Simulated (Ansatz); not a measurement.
# Static equation of state of amorphous Si (100 atoms)

Density of this cell: 2.24 g/cm³. The cell holds 100 atoms: 100 Si. Cell: a = 12.801 Å, b = 12.631 Å, c = 12.881 Å, α = 91.2°, β = 90.1°, γ = 88.8°. The starting structure: 100 atoms (100 Si) placed at random at 2.26 g/cm³, melted at 2500 K for 10 ps at fixed volume with the EDIP (Justo, Bazant, Kaxiras, Bulatov and Yip, Phys. Rev. B 58, 2539 (1998)). Quenched from 2500 K to 700 K at 500 K/ps and fixed volume, annealed at 700 K for 50 ps, held 5 ps.

Calculated with Ansatz 0.2.0: Kohn-Sham DFT, PBE, PAW (set soft_1), plane waves; PAW set soft_1; cutoff 420 eV, Γ point, gaussian smearing of 0.05 eV. Cell and atoms were relaxed first, to V0 = 20.820 Å³ an atom at a residual P0 = 0.002 GPa. The cell was then scaled evenly, and the atoms were relaxed at each volume.

| volume (Å³/atom) | pressure (GPa) |
| --- | --- |
| 18.738 | ? |
| 19.571 | 4.216 |
| 20.195 | 2.042 |
| 21.445 | -1.627 |
| 22.069 | -3.021 |

**Question.** Fit the third-order Birch–Murnaghan equation to the rows given and extrapolate to the withheld row.

Worked fit:

Take the Eulerian strain f = ½[(V0/V)^(2/3) − 1] and the normalised pressure F = (P − P0) / [3f(1 + 2f)^(5/2)]. The third-order Birch–Murnaghan equation is then the line F = B0 + (3/2)B0(B′ − 4) f, so u = f and v = F.

| u = f | v = F (GPa) |
| --- | --- |
| 0.0210564 | 60.1713 |
| 0.0102572 | 63.0103 |
| -0.00975665 | 58.4576 |
| -0.0190505 | 58.2779 |

With n = 4: mean u = 6.2660e-4, mean v = 59.9793, Σ(u − ū)² = 0.0010051, Σ(u − ū)(v − v̄) = 0.082391. Slope b = 0.082391 / 0.0010051 = 81.971; intercept a = v̄ − b ū = 59.928.

So B0 = a = 59.9 GPa and B′ = 4 + 2b/(3a) = 4.91. At the withheld volume f = 0.03638, F = a + b f = 62.91 GPa, and P = P0 + 3f(1 + 2f)^(5/2) F.

Prediction at 18.738: 8.186 GPa. The run gave 7.134 GPa, so the fit is high by 1.1 GPa (15 % of the value).

The series isn't one smooth equation of state: even a line fitted to all rows, the withheld one included, misses F by up to 6.6 %, the count of bonds changes along the series and an atom moves over 0.5 Å in some relaxation. B0 and B′ are then only the numbers of this fit, not moduli of the material. Among the rows given, the largest miss of the fit is at 19.571, by 0.10 GPa (1.0 % of the range of the table).

Limits: Static cells at zero temperature; the cell shape is held. The program notes that the SCF threshold of these relaxations is loose for the stress. The quench rate of 500 K/ps is many orders above laboratory rates, so the cell is likely richer in defects and strain than a real sample. The network of bonds at the start is that of the classical potential that made the cell, and needn't be the one that DFT or experiment would give. Only the Γ point is sampled, in a cell whose shortest periodic width is 13 Å.

[Hosts, paths, dates, database ids (printed as entryN), source tags and the programs' standing remarks are cut or masked in the printed files.]
